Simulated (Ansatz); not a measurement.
## TiZnSe3 (model cell, started as cubic perovskite with Ti in the octahedra): a soft mode frozen in

Wanted: the energy along a soft mode of TiZnSe3 (model cell, started as cubic perovskite with Ti in the octahedra) and the structure at the end.

Program: Ansatz 0.2.0. Level of theory: DFT PBE, scalar-relativistic, plane waves, PAW; PAW set soft_1. Results are calculated unless marked as measured.

The structure was built from a prototype and need not be the compound's stable phase.

## 1. The structure

It takes space group Pm-3m (No. 221, cubic). The conventional cell has a = 4.956 Å, b = 4.956 Å, c = 4.956 Å, α = 90.00°, β = 90.00°, γ = 90.00°. Nearest to Zn lie 12 Se at 3.50 Å. Nearest to Ti lie 6 Se at 2.48 Å. Se has 2 Ti at 2.48 Å nearest. Farther neighbours and most contacts between anions are not listed.

## 2. Phonons on a q mesh

The cell comes from relaxations at this level that are not shown. Stability and thermal properties need the whole zone. Linear response on a 2×2×2 q mesh gives force constants as far as a supercell of that size would.

The input, input.yaml:

```yaml
crystal:
  lattice:
    - [4.9563954824, 0.0, 0.0]
    - [0.0, 4.9563954824, 0.0]
    - [0.0, 0.0, 4.9563954824]
  atoms:
    - { symbol: Zn, position: [0.0, 0.0, 0.0] }
    - { symbol: Ti, position: [0.5, 0.5, 0.5] }
    - { symbol: Se, position: [0.5, 0.5, 0.0] }
    - { symbol: Se, position: [0.5, 0.0, 0.5] }
    - { symbol: Se, position: [0.0, 0.5, 0.5] }
kpoints:
  mp_grid: { grid: [8, 8, 8] }
hamiltonian:
  xc: pbe
  pseudopotentials: { kind: paw, azcp: { folder: soft_1 } }
scf:
  occupations: { method: methfessel_paxton, width: 0.2 }
output:
  eigenvalues: true
phonons:
  method: dfpt
  qmesh: [2, 2, 2]
  temperatures: { t_max: 1000, t_step: 50 }
  qpath:
    path:
      - [[0.0, 0.0, 0.0], [0.0, 0.5, 0.0], [0.5, 0.5, 0.0], [0.0, 0.0, 0.0], [0.5, 0.5, 0.5], [0.0, 0.5, 0.0]]
      - [[0.5, 0.5, 0.5], [0.5, 0.5, 0.0]]
    npoints: 10
```

The run is started by

```bash
ansatz run input.yaml --threads 4 --pin off --max-ram 16384MiB --backend cpu --events-out ev --progress --plain --runs-dir out
```

Numbers of over 12 decimals in the logs are rounded to 6 here.

The log of the run:

```text
Engine: ansatz 0.2.0, aarch64-unknown-linux-gnu
Pseudopotentials: kind: paw
Pseudopotential: Zn, paw, valence charge 12, recommended cutoff 420 eV (normal), soft_1/Zn.paw.azcp
Pseudopotential: Ti, paw, valence charge 12, recommended cutoff 420 eV (normal), soft_1/Ti.paw.azcp
Pseudopotential: Se, paw, valence charge 16, recommended cutoff 420 eV (normal), soft_1/Se.paw.azcp
Functional definition: PBE
  parameter kappa = 0.804
  parameter beta = 0.066725
  exchange = pbe_x(kappa = kappa, mu = beta*pi^2/3)
  correlation = pbe_c(beta = beta)
Crystal: 5 atoms, lattice volume = 121.758 Å³
Basis set: ecut = 420 eV, 2373 PW (Γ), exchange–correlation on 72×72×72 points (8 copies of the dense FFT grid, shifted against one another)
Bands: 44, of which v1, the nominal top of the filled ones, is band 36 counted from 1 (35 counted from 0)
Symmetry: 48 space group operations
k-points: 35 of 512
Non-local potential: Zn, projectors of the file, l = 0: 2, l = 1: 2, l = 2: 3, l = 3: 1
Non-local potential: Ti, projectors of the file, l = 0: 3, l = 1: 2, l = 2: 3, l = 3: 1
Non-local potential: Se, projectors of the file, l = 0: 2, l = 1: 2, l = 2: 3, l = 3: 1
PAW form: soft (Blöchl's): semilocal exchange-correlation on the pseudo side does not see the compensation charge
PAW one-centre angular grid: Zn, 590 points (default); XC on 64 Gauss nodes
PAW one-centre angular grid: Ti, 590 points (default); XC on 64 Gauss nodes
PAW one-centre angular grid: Se, 590 points (default); XC on 64 Gauss nodes
Initial density: superposition of atomic densities (chi_scale 0.1, normalization cell, long waves kept (reshape's long-wave potential 0.00 eV rms))
Initial wavefunctions: pseudopotential atomic-orbital guess
Functional: x = pbe(κ = 0.804, μ = 0.219515), c = pbe(β = 0.066725)
SCF iter   1: F=—  HF=-22231.935844 eV  |F-HF|=—  |Δ(HF+E_count)|=         —  Δρ=1.76e-1  dr2=7.24e1  ethr=3.10e-3  ⟨swp⟩=5.9  Hψ=5405  notcnv=0
preconditioner: auto → LDOS  [metal: Δε(μ)=0.051 eV  Ē_g=7.949 eV  σ=0.200 eV  W_gap=0.21  n_scr=26 (ndim 8)  ℏωp=19.6 eV  f_vac=0.011  D(μ)=4.63/eV (n_scr^D=32)  β→1.0]
SCF iter   2: F=—  HF=-22228.384699 eV  |F-HF|=—  |Δ(HF+E_count)|=    3.55e0  S|Δr|=    0.00e0  Δρ=7.20e-2  dr2=4.29e0  ethr=3.10e-3  ⟨swp⟩=3.0  Hψ=3275  notcnv=0  defer=21
SCF iter   3: F=—  HF=-22227.731808 eV  |F-HF|=—  |Δ(HF+E_count)|=   6.53e-1  S|Δr|=    0.00e0  Δρ=4.41e-2  dr2=2.46e0  ethr=3.10e-3  ⟨swp⟩=3.1  Hψ=3023  notcnv=0  defer=67
SCF iter   4: F=—  HF=-22227.177110 eV  |F-HF|=—  |Δ(HF+E_count)|=   5.55e-1  S|Δr|=    0.00e0  Δρ=1.25e-2  dr2=3.16e-1  ethr=3.10e-3  ⟨swp⟩=2.0  Hψ=2517  notcnv=0  defer=73
SCF iter   5: F=—  HF=-22227.141302 eV  |F-HF|=—  |Δ(HF+E_count)|=   3.58e-2  S|Δr|=    0.00e0  Δρ=1.93e-3  dr2=8.38e-3  ethr=4.39e-4  ⟨swp⟩=2.0  Hψ=1979  notcnv=0  defer=67
SCF iter   6: F=—  HF=-22227.140867 eV  |F-HF|=—  |Δ(HF+E_count)|=   4.35e-4  S|Δr|=    0.00e0  Δρ=5.47e-4  dr2=2.49e-4  ethr=1.16e-5  ⟨swp⟩=2.5  Hψ=2453  notcnv=0  defer=67
SCF iter   7: F=—  HF=-22227.140846 eV  |F-HF|=—  |Δ(HF+E_count)|=   2.16e-5  S|Δr|=    0.00e0  Δρ=1.70e-4  dr2=5.70e-5  ethr=3.46e-7  ⟨swp⟩=2.0  Hψ=2698  notcnv=0  defer=67
SCF iter   8: F=—  HF=-22227.140834 eV  |F-HF|=—  |Δ(HF+E_count)|=   1.21e-5  S|Δr|=    0.00e0  Δρ=5.07e-5  dr2=5.28e-6  ethr=7.92e-8  ⟨swp⟩=2.0  Hψ=2695  notcnv=0  defer=67
SCF iter   9: F=—  HF=-22227.140831 eV  |F-HF|=—  |Δ(HF+E_count)|=   2.34e-6  S|Δr|=    0.00e0  Δρ=1.07e-5  dr2=2.89e-7  ethr=7.33e-9  ⟨swp⟩=1.5  Hψ=1502  notcnv=0  defer=67
SCF iter  10: F=—  HF=-22227.140831 eV  |F-HF|=—  |Δ(HF+E_count)|=   1.03e-8  S|Δr|=    0.00e0  Δρ=2.85e-6  dr2=1.40e-8  ethr=4.01e-10  ⟨swp⟩=2.0  Hψ=1736  notcnv=0  defer=67
SCF iter  11: F=—  HF=-22227.140831 eV  |F-HF|=—  |Δ(HF+E_count)|=   2.73e-9  S|Δr|=    0.00e0  Δρ=8.39e-7  dr2=1.22e-9  ethr=1.94e-11  ⟨swp⟩=2.0  Hψ=1949  notcnv=0  defer=67
SCF iter  12: F=—  HF=-22227.140831 eV  |F-HF|=—  |Δ(HF+E_count)|=  1.31e-10  S|Δr|=    0.00e0  Δρ=2.15e-7  dr2=7.71e-11  ethr=1.69e-12  ⟨swp⟩=2.1  Hψ=2095  notcnv=0  defer=67
SCF iter  13: F=-22227.140831 eV  HF=-22227.140831 eV  |F-HF|=0.00e0  |Δ(HF+E_count)|=  3.64e-12  S|Δr|=    0.00e0  Δρ=2.53e-8  dr2=9.39e-13  ethr=1.00e-12  ⟨swp⟩=10.5  Hψ=7377  notcnv=0
SCF 1 converged in 13 iterations: F = -22227.140831 eV  dr2 = 9.39e-13
  greatest PAW one-centre occupation: 1.000 electrons in one spin orbital (limit 2), on the Se atom at site 4 (counted from 0), in its partial waves of l = 2
Initial density: read from a saved state, or passed on in memory by an earlier SCF of this step, an earlier step, the calling program or the single point that the run made first
iter 1 solved again at ethr=8.78e-8 eV; its pass at ethr=3.10e-3 eV (dr2=6.32e-5 eV) is discarded
SCF iter   1: F=—  HF=-22227.140833 eV  |F-HF|=—  |Δ(HF+E_count)|=         —  Δρ=2.98e-7  dr2=1.69e-10  ethr=8.78e-8  ⟨swp⟩=3.0  Hψ=9462  notcnv=0
eigensolver tolerance schedule: the retry pair's looser diagonalisation over-reported the residual by 374626.69 of it (diagonalisation noise at an unbounded share of the residual, at the tolerance the schedule requests for it); recorded, not acted on — ethr = c·dr2/N_el stays at c = 1.0e-1
preconditioner: auto → LDOS  [metal: Δε(μ)=0.066 eV  Ē_g=7.852 eV  σ=0.200 eV  W_gap=0.28  n_scr=26 (ndim 8)  ℏωp=19.6 eV  f_vac=0.022  D(μ)=3.62/eV (n_scr^D=26)  β→1.0]
SCF iter   2: F=—  HF=-22227.140831 eV  |F-HF|=—  |Δ(HF+E_count)|=   1.53e-6  S|Δr|=    0.00e0  Δρ=4.26e-7  dr2=2.15e-10  ethr=1.00e-12  ⟨swp⟩=3.2  Hψ=3933  notcnv=0
SCF iter   3: F=—  HF=-22227.140831 eV  |F-HF|=—  |Δ(HF+E_count)|=  1.38e-10  S|Δr|=    0.00e0  Δρ=1.63e-7  dr2=5.19e-11  ethr=1.00e-12  ⟨swp⟩=3.0  Hψ=2925  notcnv=0
SCF iter   4: F=—  HF=-22227.140831 eV  |F-HF|=—  |Δ(HF+E_count)|=  3.64e-12  S|Δr|=    0.00e0  Δρ=1.35e-7  dr2=2.62e-11  ethr=1.00e-12  ⟨swp⟩=1.0  Hψ=1540  notcnv=0
SCF iter   5: F=-22227.140831 eV  HF=-22227.140831 eV  |F-HF|=1.09e-11  |Δ(HF+E_count)|=  7.28e-12  S|Δr|=    0.00e0  Δρ=7.04e-8  dr2=9.39e-12  ethr=1.00e-12  ⟨swp⟩=2.1  Hψ=3588  notcnv=0
SCF 2 converged in 5 iterations: F = -22227.140831 eV  dr2 = 9.39e-12
  greatest PAW one-centre occupation: 1.000 electrons in one spin orbital (limit 2), on the Se atom at site 2 (counted from 0), in its partial waves of l = 2
phonons: the bands overlap, so this run is a metal and interpolates without the dipole-dipole term. If the crystal is really an insulator or semiconductor, its LO-TO splitting is missing
NSCF: frozen V_eff on 35 k-points
NSCF: frozen V_eff on 125 k-points
DFPT response loops at q = (0, 0, 0) (fractional): preconditioner auto → Kerker (q_TF=auto, 2.500 Å⁻¹) (partly filled bands, converged f_vac=0.022); β = 1.00, the filter's whole step (`scf.mixing.beta` (0.50) is not read by the response loops under this deck's `scf.mixing.preconditioner`; to damp them name `kerker` or `kerker_dos`, under which they read `scf.mixing.beta`, and type it under 1.00, their step now; both keys bind the ground state too); Broyden in place of MSR1
NSCF: frozen V_eff on 250 k-points
DFPT response loops at q = (0, 0, -0.5) (fractional): mixed as the last ones told, above
NSCF: frozen V_eff on 250 k-points
DFPT response loops at q = (0, -0.5, -0.5) (fractional): mixed as the last ones told, above
NSCF: frozen V_eff on 250 k-points
DFPT response loops at q = (-0.5, -0.5, -0.5) (fractional): mixed as the last ones told, above
SCF converged after 13 iterations
Stability not checked: this state was not tested for a lower state beside it, because cold or Methfessel-Paxton smearing, or corrected tetrahedra, fill the levels in a way that the test cannot read (fill_not_monotonic; see scf.lower_state_search)
Free energy (F): -22227.140831 eV
Harris-Foulkes:  -22227.140831 eV  (|F-HF|=0.00e0)
Internal energy: -22227.149335 eV  (E = F + TS)
E sigma→0 (E₀):  -22227.142957 eV
Entropy (-TS):   0.008504 eV (1.701 meV/atom)
Fermi energy:    6.944286 eV
--- Per-component energies (eV) ---
  E_band       = -1409.760446
  E_kinetic    = 754.135551
  E_local      = -11439.684366  (includes V_loc(G=0)·N_el)
  E_nonlocal   = -181.079094
  E_hartree    = 5538.714021
  E_xc         = -446.247862
  E_vxc        = -462.621076  (∫ρ·V_xc dr)
  E_paw        = -9330.036525  (= ΣΔE_a)
  E_vpaw       = -1157.938007  (= ΣTr[D̂ρ^β])
  E_aug_tail   = -0.001493  (compensation charges beyond the density's cutoff)
  E_ewald      = -7122.949566
  E_smearing   = 0.008504  (= −TS)
  E_closure    = -0.000000  (closes the sum)
  Σ components = -22227.140831   (vs F -22227.140831, Δ=0.00e0)
--- Band table (eV; the first three rows and the last of 35) ---
  k-point 0: bands = [... 32 lower, 6.2209, 6.2209, 6.8977, 6.8977, 6.8977, 7.1940, 7.1940, 7.1940, ... 4 higher]
  k-point 1: bands = [... 32 lower, 5.9228, 6.1428, 6.6703, 6.7259, 6.7259, 7.1982, 7.6822, 7.6822, ... 4 higher]
  k-point 2: bands = [... 32 lower, 5.3499, 5.9681, 6.7213, 6.7213, 6.9674, 7.2086, 8.2763, 8.2763, ... 4 higher]
  k-point 34: bands = [... 32 lower, 3.7473, 5.2714, 7.7060, 7.7060, 7.7060, 8.7582, 8.7582, 8.7582, ... 4 higher]
--- Phonons (Γ-DFPT): 4 representative perturbations + reference (Σ response iterations 13) ---
  ASR residual: 2.326e-5 → 0.000e0 eV/Å²; symmetrization residual: 1.623e-5 eV/Å²
  ASR residual per site (eV/Å²): 4.73e-6 1.45e-5 2.33e-5 2.33e-5 2.33e-5
  Γ frequencies (cm⁻¹): -143.82 -143.82 -143.82 -76.84 -76.84 -76.84 -60.41 -60.41 -60.41 0.00 0.00 0.00 194.58 194.58 194.58
--- Phonons (arbitrary-q DFPT): 4 irreducible q on the 2×2×2 mesh ---
  q = [0.0000, 0.0000, 0.0000] (star 1, of the zone-centre solve; hermiticity 4.23e-6, symmetrization 5.53e-12): -143.82 -143.82 -143.82 -76.84 -76.84 -76.84 -60.41 -60.41 -60.41 0.00 0.00 0.00 194.58 194.58 194.58
  q = [0.0000, 0.0000, -0.5000] (star 3, 9 solved perturbations in 975 linear systems a pass and spin channel, the states on 125 of 512 k-point pairs; hermiticity 2.19e-6, symmetrization 5.07e-12): -105.39 -105.39 -84.93 -64.97 -64.97 -57.70 -35.39 -35.39 -14.20 42.49 42.49 204.43 204.43 205.10 213.71
  q = [0.0000, -0.5000, -0.5000] (star 3, 9 solved perturbations in 975 linear systems a pass and spin channel, the states on 125 of 512 k-point pairs; hermiticity 2.32e-6, symmetrization 1.10e-12): -108.05 -80.47 -80.47 -67.48 -47.60 -31.80 -31.80 34.68 34.68 90.97 186.83 196.25 196.25 222.19 232.11
  q = [-0.5000, -0.5000, -0.5000] (star 1, 4 solved perturbations in 350 linear systems a pass and spin channel, the states on 125 of 512 k-point pairs; hermiticity 2.21e-6, symmetrization 2.60e-12): -113.56 -113.56 -113.56 -60.90 -60.90 -60.90 99.21 99.21 99.21 185.48 185.48 185.48 198.39 198.39 251.70
  sum rule: each row above includes the acoustic sum rule's correction from the zone centre's row sums; it moved no ω² by more than (0.29 cm⁻¹)²
  mesh force constants: q→R imaginary residual 3.55e-18; ASR residual 2.326e-5 → 0.000e0 eV/Å²; symmetrization residual 1.243e-14 eV/Å²
  interpolated dispersion: 62 rows × 15 modes
  density of states and harmonic sums: on the 14×14×14 q-mesh, interpolated from the force constants of a 2×2×2 supercell (no non-analytic term)
  largest difference from the sums on the solved wave vectors: F 2.56e-1 eV, S 3.54e-4 and C_V 1.01e-4 eV/K
  zero-point energy: 0.068135 eV/cell   skipped modes (ω ≤ 0): 870, of them read as no rigid motion or as one in doubt: 867 (7.101e0 modes/cell left out, lowest -143.82 cm⁻¹)   left out of the sums: 4.73e-1 of the cell's modes: C_V's classical limit lies that fraction below 3 k_B per atom; for a crystal, a wire or a layer, F and S can be off by more, and a phonons.interpolated_qmesh denser along its periods is the remedy for the sampling
```

Run time: 8.1 min. Hardware: 4 threads of Arm Neoverse V1, shared host; peak memory 1.9 GiB; 32 min of CPU time.

This step gave:

```yaml
volume_per_atom: 24.35 Å³
gap_on_the_k_mesh: 0 eV
sum_rule_residual_before_enforcement: 2.33e-5 eV/Å²
lowest_frequency_on_the_path: -143.8 cm⁻¹
point_group: m-3m
highest_frequency_on_the_path_or_at_a_solved_wavevector: 251.7 cm⁻¹
highest_optical_mode_at_the_zone_centre_no_lo_to_term: 194.6 cm⁻¹
lowest_optical_zone_centre_mode: -143.8 cm⁻¹
lowest_mode_on_the_q_mesh_acoustic_modes_at_gamma_apart: -143.8 cm⁻¹
```

Frequencies (cm⁻¹) solved at each irreducible wavevector; negative means imaginary. Frequencies by wavevector, by row:

```csv
q in reciprocal lattice units,star,mode 1,mode 2,mode 3,mode 4,mode 13,mode 14,mode 15
0 0 0,1,-143.8,-143.8,-143.8,-76.8,194.6,194.6,194.6
0 0 -0.5,3,-105.4,-105.4,-84.9,-65,204.4,205.1,213.7
0 -0.5 -0.5,3,-108,-80.5,-80.5,-67.5,196.2,222.2,232.1
-0.5 -0.5 -0.5,1,-113.6,-113.6,-113.6,-60.9,198.4,198.4,251.7
```

Interpolated from a 2×2×2 q mesh. Phonon branches along the path, in cm⁻¹:

| point | branch 1 | branch 2 | branch 3 | branch 4 | branch 12 | branch 13 | branch 14 | branch 15 |
| --- | --- | --- | --- | --- | --- | --- | --- | --- |
| Γ | -144 | -144 | -144 | -77 | 0 | 195 | 195 | 195 |
| halfway | -124 | -124 | -81 | -78 | 124 | 199 | 199 | 202 |
| X | -105 | -105 | -85 | -65 | 204 | 204 | 205 | 214 |
| halfway | -96 | -80 | -77 | -76 | 196 | 205 | 213 | 223 |
| M | -108 | -80 | -80 | -68 | 196 | 196 | 222 | 232 |
| halfway | -100 | -91 | -84 | -70 | 125 | 198 | 205 | 215 |
| Γ | -144 | -144 | -144 | -77 | 0 | 195 | 195 | 195 |
| halfway | -91 | -87 | -87 | -67 | 128 | 205 | 205 | 228 |
| R | -114 | -114 | -114 | -61 | 186 | 198 | 198 | 252 |
| halfway | -99 | -90 | -86 | -72 | 198 | 200 | 212 | 237 |
| X | -105 | -105 | -85 | -65 | 204 | 204 | 205 | 214 |
| jump to R | -114 | -114 | -114 | -61 | 186 | 198 | 198 | 252 |
| halfway | -111 | -96 | -96 | -68 | 191 | 193 | 215 | 245 |
| M | -108 | -80 | -80 | -68 | 196 | 196 | 222 | 232 |

Symmetry leaves 4 wavevectors to solve. The lowest mode among them, the acoustic zeros apart, lies at Γ and is imaginary, 143.8i cm⁻¹, so the energy falls along it.

## 3. The mode frozen in, largest atomic shift 0 Å

The mode followed lies at Γ with frequency 143.8i cm⁻¹ and is 3-fold degenerate, the softest among the wavevectors solved. At small amplitude the distorted cell has space group no. 99 by a symmetry search on the positions. The undistorted cell that holds it gives the zero of energy on the same k mesh.

input.yaml, the sections that differ from step 2:

```yaml
output:
  forces: true
  stress: true
  eigenvalues: true
# crystal, kpoints, hamiltonian, scf: as in step 2
# phonons: removed
```

The log of the run:

```text
[...]
Crystal: 5 atoms, lattice volume = 121.758 Å³
Basis set: ecut = 420 eV, 2373 PW (Γ), exchange–correlation on 72×72×72 points (8 copies of the dense FFT grid, shifted against one another)
Bands: 44, of which v1, the nominal top of the filled ones, is band 36 counted from 1 (35 counted from 0)
Symmetry: 48 space group operations
[...]
k-points: 35 of 512
[...]
k-point 0: bands = [... 32 lower, 6.2209, 6.2209, 6.8977, 6.8977, 6.8977, 7.1940, 7.1940, 7.1940, ... 4 higher]
  k-point 1: bands = [... 32 lower, 5.9228, 6.1428, 6.6702, 6.7259, 6.7259, 7.1982, 7.6822, 7.6822, ... 4 higher]
  k-point 2: bands = [... 32 lower, 5.3499, 5.9681, 6.7213, 6.7213, 6.9674, 7.2086, 8.2763, 8.2763, ... 4 higher]
  k-point 34: bands = [... 32 lower, 3.7473, 5.2714, 7.7060, 7.7060, 7.7060, 8.7582, 8.7582, 8.7582, ... 4 higher]
[key lines of the parts left out:]
SCF converged after 10 iterations
Free energy (F): -22227.140831 eV
Fermi energy:    6.944285 eV
P = ⅓ Tr σ = -0.0043 GPa (-0.043 kbar)
```

Wall time 4.1 s (4 threads); peak memory 0.54 GiB.

Numbers from this step:

```
pressure                         : -0.004307 GPa
energy from the undistorted cell : 0 meV/atom
```

The run ends at a pressure of 0.00 GPa.

## 4. The mode frozen in, largest atomic shift 0.14 Å

The atoms are moved along the unstable eigenvector, the largest shift by 0.14 Å, with the cell fixed.

input.yaml, the sections that differ from step 3:

```yaml
crystal:
  lattice:
    - [4.9563954824, 0.0, 0.0]
    - [0.0, 4.9563954824, 0.0]
    - [0.0, 0.0, 4.9563954824]
  atoms:
    - { symbol: Zn, position: [0.0, -0.0067626504, 0.0] }
    - { symbol: Ti, position: [0.5, 0.4717536665, 0.5] }
    - { symbol: Se, position: [0.5, 0.5114504802, 0.0] }
    - { symbol: Se, position: [0.5, -0.0001811096, 0.5] }
    - { symbol: Se, position: [0.0, 0.5114504802, 0.5] }
# kpoints, hamiltonian, scf, output: as in step 3
```

The log of the run:

```text
[...]
Crystal: 5 atoms, lattice volume = 121.758 Å³
Basis set: ecut = 420 eV, 2373 PW (Γ), exchange–correlation on 72×72×72 points (8 copies of the dense FFT grid, shifted against one another)
Bands: 44, of which v1, the nominal top of the filled ones, is band 36 counted from 1 (35 counted from 0)
Symmetry: 8 space group operations
[...]
k-points: 75 of 512 (time reversal used)
[...]
k-point 0: bands = [... 32 lower, 6.0913, 6.1584, 6.6335, 6.6335, 6.7423, 7.2563, 7.6907, 7.6907, ... 4 higher]
  k-point 1: bands = [... 32 lower, 5.9117, 6.1087, 6.3860, 6.4987, 6.8278, 7.6055, 7.7252, 7.7884, ... 4 higher]
  k-point 2: bands = [... 32 lower, 5.4221, 5.9353, 6.3377, 6.5853, 6.9978, 7.6853, 8.2090, 8.3136, ... 4 higher]
  k-point 74: bands = [... 32 lower, 3.8397, 5.2553, 7.6867, 7.6867, 7.7173, 8.7660, 8.7660, 8.8019, ... 4 higher]
[key lines of the parts left out:]
SCF converged after 10 iterations
Free energy (F): -22227.166186 eV
Fermi energy:    6.950392 eV
P = ⅓ Tr σ = 0.2015 GPa (2.015 kbar)
```

Wall time 14 s (4 threads); peak memory 0.61 GiB; 55 s of CPU time.

This step gave:

```yaml
pressure: 0.2015 GPa
energy_from_the_undistorted_cell: -5.157 meV/atom
```

The energy, extrapolated to zero smearing, is -5.16 meV/atom against the undistorted cell.

The run ends at a pressure of 0.20 GPa, with forces up to 0.41 eV/Å.

## 5. Energy along the mode, all amplitudes (two of the runs are shown above)

An imaginary frequency means negative curvature, so the energy should fall and then rise again as anharmonic terms take over.

This step gave:

```yaml
depth_at_the_lowest_point_sampled: 5.157 meV/atom
largest_atomic_shift_at_that_point: 0.14 Å
```

The energy from the parent by largest atomic shift:

| largest atomic shift (Å) | energy from the parent (meV/atom) |
| --- | --- |
| 0.000 | 0 |
| 0.040 | -0.847 |
| 0.080 | -2.63 |
| 0.140 | -5.16 |
| 0.220 | -4.08 |
| 0.320 | 16.8 |

Displacement at unit largest shift by atom:

```csv
atom,x (Å),y (Å),z (Å),size
Zn1,0.00,-0.24,0.00,0.24
Ti2,0.00,-1.00,0.00,1.00
Se3,0.00,0.41,0.00,0.41
Se4,0.00,-0.01,0.00,0.01
Se5,0.00,0.41,0.00,0.41
```

The lowest of the steps tried is at 0.14 Å, 5.16 meV/atom below the parent; the bottom of the well need not coincide with a step.

(Part 1 of 3 ends here.)

[Logs are printed without paths, hosts, clocks, repeated set-up lines and the standing remarks that a program may print on its own settings, such as how far it seeks lower states.]

[Hosts, paths, dates, database ids (printed as entryN), source tags and the programs' standing remarks are cut or masked in the printed files.]
